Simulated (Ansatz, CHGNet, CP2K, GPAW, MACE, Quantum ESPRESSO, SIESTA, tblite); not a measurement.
## Running random packing of S (77 atoms) with GPAW

Aim: run random packing of S (77 atoms) in GPAW and see how near its forces come to a plane-wave reference, and at what cost.

Program: GPAW 26.7.0. Level of theory: the method is named at each step. Results are calculated unless marked as measured.

### Step 1. Set-up

The cell holds 77 atoms: 77 S. Cell: a = 13.306 Å, b = 13.306 Å, c = 13.306 Å, α = 90.0°, β = 90.0°, γ = 90.0°. 77 atoms (77 S) packed at random in a cube at 1.74 g/cm³ and pushed apart as soft spheres; a start for melting by ab initio MD, not an equilibrated structure. Then every atom was moved at random, 0.02 Å r.m.s. a Cartesian component.

The yardstick, on the same geometry:

```
method                 : Kohn-Sham DFT, PBE, PAW, plane waves (Ansatz 0.2.0); cutoff 420 eV, Γ point, fermi-dirac smearing of 0.05 eV; PAW set soft_2
r.m.s. force component : 0.9647 eV/Å
longest force          : 3.186 eV/Å
pressure               : -10 GPa
SCF cycles             : 11
time                   : 27 s on 4 threads of Arm Neoverse V1, shared host
CPU time               : 1.7 min
```

### Step 2. PBE, LCAO dzp, h 0.2 Å

Method: Kohn-Sham DFT, PBE, PAW, atomic orbitals (dzp).

run.py reads:

```python
import numpy as np
from ase.io import read
from gpaw import GPAW, FermiDirac

atoms = read("structure.xyz")
atoms.calc = GPAW(
    mode="lcao",
    basis="dzp",
    h=0.2,
    xc="PBE",
    kpts={"size": (1, 1, 1), "gamma": True},
    occupations=FermiDirac(0.05),
    maxiter=200,
    symmetry={"point_group": False},
    txt="gpaw.txt",
)
energy = atoms.get_potential_energy(force_consistent=True)
forces = atoms.get_forces()
print(f"energy {energy:.6f} eV")
print("forces (eV/A)")
for i, (a, f) in enumerate(zip(atoms, forces)):
    print(f"{i:4d} {a.symbol:2s} {f[0]:10.5f} {f[1]:10.5f} {f[2]:10.5f}")
print(f"Fermi level {atoms.calc.get_fermi_level():.4f} eV")
for k in range(len(atoms.calc.get_ibz_k_points())):
    for s in range(atoms.calc.get_number_of_spins()):
        e = atoms.calc.get_eigenvalues(kpt=k, spin=s)
        n = np.searchsorted(e, atoms.calc.get_fermi_level())
        print(f"k {k} spin {s} levels about the Fermi level:", np.round(e[max(n - 6, 0):n], 4).tolist(), "|", np.round(e[n:n + 6], 4).tolist())
```

structure.xyz reads:

```xyz
77
Lattice="13.30610 0.00000 0.00000 0.00000 13.30610 0.00000 0.00000 0.00000 13.30610" Properties=species:S:1:pos:R:3 pbc="T T T"
S 5.85229 5.24220 11.85520
S 7.15735 6.55552 3.35726
S 2.61265 10.61867 5.70073
S 3.48700 13.08815 12.92754
S 11.26827 2.56515 11.88541
S 4.82120 8.27254 4.15084
S 1.60086 3.54847 8.62262
S 5.52642 0.75179 3.75897
S 11.44777 2.93479 5.64445
S 8.58935 1.00434 8.65189
S 5.13136 5.59349 1.04333
S 5.24314 11.47119 3.67275
S 5.97484 6.49404 6.99222
S 8.85880 1.05371 2.03477
S 4.83637 12.89082 7.25595
S 5.71457 11.67717 0.41488
S 12.56029 10.08882 12.62323
S 12.42071 1.70132 8.14227
S 10.34363 8.64404 11.71855
S 11.92280 9.36364 8.72707
S 10.99842 10.62133 2.99454
S 9.90839 6.73528 9.35406
S 1.53779 4.02270 5.97790
S 7.23133 11.74077 8.84150
S 0.27357 7.32514 2.00510
S 1.45875 2.45977 1.68189
S 11.30819 6.91265 3.11110
S 5.56301 9.61565 9.31028
S 2.60520 12.52144 3.73076
S 11.68249 13.05528 2.25432
S 2.91204 7.62998 6.95510
S 6.91398 8.96405 1.69081
S 8.11486 2.22771 6.49857
S 5.66188 1.63386 11.98999
S 10.29347 9.29365 5.17261
S 12.86261 12.44945 11.59879
S 8.79187 4.53658 10.49146
S 12.56482 6.19811 13.18408
S 11.41770 6.05374 5.94716
S 5.06803 3.58426 9.54393
S 7.70822 7.74987 12.02339
S 0.23765 3.63403 12.75350
S 8.73971 7.44210 6.02234
S 0.79464 13.15188 8.93904
S 5.26842 7.05543 9.56509
S 2.99454 7.20286 1.84156
S 8.96578 1.40007 11.10860
S 8.31339 13.24037 5.42636
S 8.12590 4.14565 4.21830
S 2.73560 1.74816 10.71474
S 2.89860 10.63157 9.63934
S 12.23948 5.63886 8.70592
S 12.71704 8.30407 6.08421
S 10.91153 3.49192 2.89434
S 9.35485 9.02832 1.26355
S 7.65354 11.87090 2.73387
[... 17 atom lines left out ...]
S 10.58540 11.83059 6.60741
S 1.09469 10.06074 2.83859
S 4.46899 8.25218 12.48844
S 8.97031 11.20094 12.84664
```

On the command line:

```console
OMP_NUM_THREADS=1 python run.py > output.txt
```

The log of the run:

```text
energy -188.451222 eV
forces (eV/A)
   0 S    -0.30922    0.15281    0.09401
   1 S     0.66463   -1.13876   -1.23626
   2 S    -1.24939    1.38563   -0.13446
   3 S     1.10036    0.38297   -0.27280
   4 S     0.21712    0.56324   -0.02581
   5 S    -0.02679   -0.00210   -0.40390
   6 S    -0.64515   -0.19635   -1.06075
   7 S    -0.83621   -1.03095    0.21163
   8 S     0.18162    0.71137   -0.96243
   9 S    -0.06245   -0.13756    0.74646
  10 S    -0.35851   -0.18920   -1.30554
  11 S     0.03110    2.10125   -0.69308
  12 S    -0.93702    0.53479    1.49187
  13 S    -0.50208    0.11363   -0.12122
  14 S     0.64750   -0.84052    0.52649
  15 S    -0.54506   -0.26427   -1.31697
  16 S    -0.31485    0.95562   -1.14828
  17 S     1.65717   -0.70837    0.30457
  18 S    -0.73972    0.34047    0.27725
  19 S    -1.28634    0.02683   -0.81751
  20 S     0.63920    1.80055   -0.74489
  21 S     1.07389   -1.92345    0.70065
  22 S     0.65899   -0.48497    0.53221
  23 S    -0.77574   -0.15541   -0.47160
[...]
69 S     1.29055    0.53495   -0.02140
  70 S     0.60437    0.26117    1.13711
  71 S     1.51645   -1.36900    0.39495
  72 S    -1.76239   -0.44125    0.97723
  73 S    -0.41954   -0.12324   -0.59874
  74 S     2.33882   -0.04363   -0.91609
  75 S    -0.06453   -0.71396   -0.02305
  76 S    -0.20811   -0.98532   -0.72248
Fermi level 1.0071 eV
k 0 spin 0 levels about the Fermi level: [0.9376, 0.9547, 0.9751, 0.9816, 0.998, 1.0068] | [1.0419, 1.0479, 1.0576, 1.0707, 1.0875, 1.1291]
```

gpaw.txt:

```text
Input parameters:
  mode=LCAO(),
  basis={'default': 'dzp'},
  h=0.2,
  kpts=MonkhorstPack(size=(1, 1, 1), gamma=True),
  maxiter=200,
  occupations=Occupations(name='fermi-dirac', width=0.05, fixmagmom=False),
  symmetry=Symmetry(point_group=False),
  xc=XC(name='PBE')
Unit cell  # Å
| periodic |         x |         y |         z |   lengths |    angles |
|----------|-----------|-----------|-----------|-----------|-----------|
|      yes | 13.306100 |  0.000000 |  0.000000 | 13.306100 | 90.000000 |
|      yes |  0.000000 | 13.306100 |  0.000000 | 13.306100 | 90.000000 |
|      yes |  0.000000 |  0.000000 | 13.306100 | 13.306100 | 90.000000 |
Number of symmetries: 1
Symmetry operations  # r_c * U_cc + t_c -> r_c
|   | kind |            matrix            |
|---|------|------------------------------|
| 0 |  E   |  1, 0, 0,  0, 1, 0,  0, 0, 1 |
BZ-sampling:
  Number of BZ points: 1
  Number of IBZ points: 1
  Monkhorst-Pack size: [1, 1, 1]
  Monkhorst-Pack shift: [0, 0, 0]
[... lines left out ...]
  Fermi-Dirac:
[... lines left out ...]
    Stencil: 6*3+1=19 point O(h^6) finite-difference Laplacian
xc functional:
  name: PBE with 2 nearest neighbor stencil
interpolation: tri-quintic # 5. degree polynomial
Initialization done in: 22.302 s
convergence criteria:
- Maximum [total energy] change in last 3 cyles: 0.0005 eV / valence electron
- Maximum integral of absolute [dens]ity change: 0.0001 electrons / valence electron
- Maximum integral of absolute [eigenst]ate change: 4e-08 eV^2 / valence electron
maximum number of iterations: 200
SCF iterations
|iter     |      energy | eigst |  dens |
|---------|-------------|-------|-------|
|iter:   1| -202.056032 |      c|       |
|iter:   2| -196.041153 |      c| -0.99 |
|iter:   3| -199.235388 |      c| -1.08 |
|iter:   4| -196.610115 |      c| -1.03 |
[...]
|iter:   9| -188.212746 |      c| -1.57 |
|iter:  10| -188.100956 |      c| -1.81 |
|iter:  11| -188.137928c|      c| -1.98 |
|iter:  12| -188.052525c|      c| -1.92 |
|iter:  13| -188.040639c|      c| -2.03 |
[...]
|iter:  31| -187.963053c|      c| -3.35 |
|iter:  32| -187.963101c|      c| -3.93 |
|iter:  33| -187.963038c|      c| -4.05c|
Converged in 33 steps
SCF loop duration: 168.334 s (5.101 s/step)
Energy contributions relative to reference atoms: (reference = -836036.732112)
Energy contributions:
  Kinetic:        -253.416864
  Coulomb:         149.358009
  Zero:              3.360443
  External:          0.000000
  Xc:              -86.776443
  Entropy:          -0.976368
  Spinorbit:         0.000000
  ----------------------------
  Free energy:    -188.451222
  Extrapolated:   -187.963038
dipole moment: (-58.711698, 153.773545, 154.586063)  # |e|*Ang
Fermi level: 1.007
Eigenvalues  # (at kpt = [0.000, 0.000, 0.000])
| band index |      eig [eV] | occ [0-2] |
|------------|---------------|-----------|
|          0 |       -13.653 |     2.000 |
|        ... |               |           |
|        224 |         0.891 |     1.820 |
|        225 |         0.924 |     1.680 |
[...]
|        239 |         1.142 |     0.126 |
|        ... |               |           |
|        281 |         2.206 |     0.000 |
Gap: 0.035 eV
Transition (v -> c):
  (s=0, k=0, n=231, [0.00, 0.00, 0.00]) -> (s=0, k=0, n=232, [0.00, 0.00, 0.00])
No difference between direct/indirect transitions
Force computation time: 7.913  # s
timing:  # [seconds]
  Total:  198.574  # ━━━━━━━━━━━━━━━━━━━━━━━━━━━━━━━━━━━━━━━━━━━━━━━━━━━━━━━━
  Init:    22.302  # ━━━━━━╸
  SCF:    168.334  # ━━━━━━━━━━━━━━━━━━━━━━━━━━━━━━━━━━━━━━━━━━━━━━━╸
  Forces:   7.913  # ━━
```

Run time: 3.3 min. Hardware: 1 thread of Arm Neoverse V1, shared host; peak memory 1.5 GiB.

Banners, paths, timers and routine set-up lines are dropped from the logs unmarked, and long logs keep their key lines alone; longer cuts are marked.

Against the reference:

```yaml
r_m_s_force_component: 0.9028 eV/Å
r_m_s_difference_of_force_components: 90.87 meV/Å
longest_difference_of_force_vectors: 348.6 meV/Å
force_difference_over_r_m_s_force: 9.419 %
slope_of_forces_against_the_reference_s: 0.9335
correlation_of_force_components: 0.9975
```

The surroundings of S28, picked at random, nearest first, numbered as they follow in the input and with coordinates relative to it.

```csv
atom,x,y,z,distance (Å),Fx,Fy,Fz (eV/Å)
S28,0.00,0.00,0.00,0.00,-0.63,-0.05,0.57
S45,-0.29,-2.56,0.25,2.59,0.56,0.55,-1.33
S24,1.67,2.13,-0.47,2.74,-0.78,-0.16,-0.47
S71,1.12,0.95,2.35,2.77,0.60,0.26,1.14
S51,-2.66,1.02,0.33,2.87,0.49,-0.91,-0.12
S57,1.70,-0.14,-2.99,3.45,1.27,-1.60,-1.13
S76,-1.09,-1.36,3.18,3.63,-0.06,-0.71,-0.02
S70,3.62,-0.04,-0.36,3.64,1.29,0.53,-0.02
S13,0.41,-3.12,-2.32,3.91,-0.94,0.53,1.49
S41,2.15,-1.87,2.71,3.93,0.69,-0.13,0.75
S15,-0.73,3.28,-2.05,3.93,0.65,-0.84,0.53
```

Atoms are counted from 1 here, from 0 in the log.

Forces lie 9.4 % from the reference's, at 2.0 times its CPU time (on 1 against 4 cores).

### Step 3. PBE, LCAO dzp, h 0.25 Å

Method: Kohn-Sham DFT, PBE, PAW, atomic orbitals (dzp).

Edit run.py of step 2 so:

```diff
@@ -8,3 +8,3 @@
     basis="dzp",
-    h=0.2,
+    h=0.25,
     xc="PBE",
```

structure.xyz is that of step 2.

The log of the run:

```text
energy -175.894304 eV
forces (eV/A)
   0 S    -0.29496    0.11191    0.08631
   1 S     0.66686   -1.15397   -1.20077
   2 S    -1.10486    1.40983   -0.20855
   3 S     1.06684    0.37492   -0.22260
   4 S     0.24426    0.56189   -0.10560
   5 S    -0.01708   -0.00904   -0.42670
   6 S    -0.63474   -0.28948   -1.07202
   7 S    -0.86456   -1.15966    0.23650
   8 S     0.20201    0.68302   -0.98850
   9 S    -0.00288   -0.19299    0.69652
  10 S    -0.33325   -0.22837   -1.24145
  11 S     0.04186    2.10893   -0.66740
  12 S    -0.91179    0.47580    1.53563
  13 S    -0.50747    0.14442   -0.17158
  14 S     0.60977   -0.80186    0.53344
  15 S    -0.53540   -0.33807   -1.32674
  16 S    -0.23121    0.96905   -1.15217
  17 S     1.68723   -0.69435    0.32507
  18 S    -0.65941    0.30390    0.28414
  19 S    -1.28537    0.03380   -0.75165
  20 S     0.69310    1.76838   -0.78833
  21 S     1.04629   -1.90487    0.64398
  22 S     0.64924   -0.42377    0.57479
  23 S    -0.82657   -0.09309   -0.37752
[...]
69 S     1.29320    0.55233   -0.02442
  70 S     0.58107    0.27908    1.20748
  71 S     1.47878   -1.34897    0.40168
  72 S    -1.76460   -0.46770    1.01791
  73 S    -0.46536   -0.13437   -0.61020
  74 S     2.32775    0.02345   -0.89837
  75 S     0.05027   -0.72444   -0.08250
  76 S    -0.31164   -1.01293   -0.68496
Fermi level 1.0087 eV
k 0 spin 0 levels about the Fermi level: [0.9392, 0.9562, 0.9767, 0.9832, 0.9996, 1.0084] | [1.0436, 1.0496, 1.0592, 1.0724, 1.0892, 1.1308]
```

gpaw.txt:

```text
Input parameters:
  mode=LCAO(),
  basis={'default': 'dzp'},
  h=0.25,
  kpts=MonkhorstPack(size=(1, 1, 1), gamma=True),
  maxiter=200,
  occupations=Occupations(name='fermi-dirac', width=0.05, fixmagmom=False),
  symmetry=Symmetry(point_group=False),
  xc=XC(name='PBE')
Unit cell  # Å
| periodic |         x |         y |         z |   lengths |    angles |
[... lines left out ...]
  Fermi-Dirac:
[... lines left out ...]
convergence criteria:
- Maximum [total energy] change in last 3 cyles: 0.0005 eV / valence electron
[... lines left out ...]
Converged in 33 steps
[... lines left out ...]
  Free energy:    -175.894304
  Extrapolated:   -175.406397
dipole moment: (-58.701698, 154.065461, 155.109379)  # |e|*Ang
Fermi level: 1.009
Eigenvalues  # (at kpt = [0.000, 0.000, 0.000])
| band index |      eig [eV] | occ [0-2] |
|------------|---------------|-----------|
|          0 |       -13.651 |     2.000 |
|        ... |               |           |
|        224 |         0.893 |     1.821 |
|        225 |         0.926 |     1.681 |
[...]
|        239 |         1.144 |     0.126 |
|        ... |               |           |
|        281 |         2.209 |     0.000 |
Gap: 0.035 eV
Transition (v -> c):
  (s=0, k=0, n=231, [0.00, 0.00, 0.00]) -> (s=0, k=0, n=232, [0.00, 0.00, 0.00])
No difference between direct/indirect transitions
Force computation time: 5.042  # s
timing:  # [seconds]
  Total:  126.440  # ━━━━━━━━━━━━━━━━━━━━━━━━━━━━━━━━━━━━━━━━━━━━━━━━━━━━━━━━
  Init:     6.258  # ━━━
  SCF:    115.114  # ━━━━━━━━━━━━━━━━━━━━━━━━━━━━━━━━━━━━━━━━━━━━━━━━━━━
  Forces:   5.042  # ━━
```

It took 2.1 min on 1 thread; peak memory 0.76 GiB.

Compared with the plane-wave run:

- r.m.s. force component: 0.9023 eV/Å
- r.m.s. difference of force components: 93.23 meV/Å
- longest difference of force vectors: 353 meV/Å
- force difference over r.m.s. force: 9.664 %
- slope of forces against the reference's: 0.9327
- correlation of force components: 0.9972
- energy less the same-level run's: 163.1 meV/atom
- r.m.s. force difference from the same-level run: 48.46 meV/Å

This is a coarse setting, run to see what it loses.

Against the first run (9.4 %), the force difference from the reference is 9.7 %, at 0.64 times the CPU time.

### Step 4. The ladder

Differences are against the plane-wave reference, forces as r.m.s. over components; share is that over the reference's r.m.s. force, slope the least-squares factor from reference forces to these. Total energies of different programs have different zeros and aren't compared.

```csv
run,"Δ force, r.m.s. (meV/Å)",share (%),slope,cores,CPU time,memory (GiB)
reference,-,-,-,4,1.7 min,2.2
"GPAW PBE, LCAO dzp, h 0.2 Å",90.9,9.42,0.933,1,3.3 min,1.5
"GPAW PBE, LCAO dzp, h 0.25 Å (coarse)",93.2,9.66,0.933,1,2.1 min,0.76
```

Rows marked coarse were listed beforehand as settings not expected to be converged; some can still land near the reference.

CPU time is summed over cores on a shared host, where runs went side by side, so it is rough. Symmetry, cutoffs, thresholds, outputs and thread counts weren't matched or tuned between programs; memory under MPI is the largest rank's times the ranks.

Within one program, basis, potentials and functional, energies share a zero. Each run against its twin at the usual cutoff or grid and solver:

```csv
run,twin,Δ energy (meV/atom),"Δ force, r.m.s. (meV/Å)",CPU time over the twin's
"GPAW PBE, LCAO dzp, h 0.25 Å","LCAO dzp, h 0.2 Å",163,48.5,0.64
```

A second geometry, displaced anew (every atom was moved at random, 0.06 Å r.m.s. a Cartesian component), gives an energy difference that all programs can be tested on. The reference puts it at -18.33 meV/atom.

```csv
run,energy less the first geometry's (meV/atom),error (meV/atom),force share at the second geometry (%)
"GPAW PBE, LCAO dzp, h 0.2 Å",-16.42,1.90,9.80
"GPAW PBE, LCAO dzp, h 0.25 Å",-16.43,1.90,9.87
```

### Step 5. Summary of results

| Property | Result |
| --- | --- |
| nearest in forces | GPAW PBE, LCAO dzp, h 0.2 Å, 9.4 % |
| its CPU time | 3.3 min |

In words: The PBE run in local orbitals, coarse settings apart, differs by 9.4 % (GPAW PBE, LCAO dzp, h 0.2 Å); basis, grid and potentials can all enter. Runs with settings chosen to be coarse differ by 9.7 % (GPAW PBE, LCAO dzp, h 0.25 Å), their programs' other errors included. None of the electronic-structure runs in the table takes under half the reference's CPU time of 1.7 min; they take 1.3 to 2.0 times as much. All runs miss the energy difference between the two geometries, -18.3 meV/atom in the reference, by about 1.9 meV/atom. The reference's pressure of -10 GPa belongs to a cell and atoms that aren't relaxed at this level. The electronic-structure runs sample only Γ, in a cell whose shortest periodic width is 13 Å, which is coarse for a cell with partly filled levels.

[Also dropped from logs without a mark: logging warnings of Python, and SIESTA's first energy breakdown and zero terms.]

[Logs are printed without paths, hosts, clocks, repeated set-up lines and the standing remarks that a program may print on its own settings, such as how far it seeks lower states.]

[Hosts, paths, dates, database ids (printed as entryN), source tags and the programs' standing remarks are cut or masked in the printed files.]
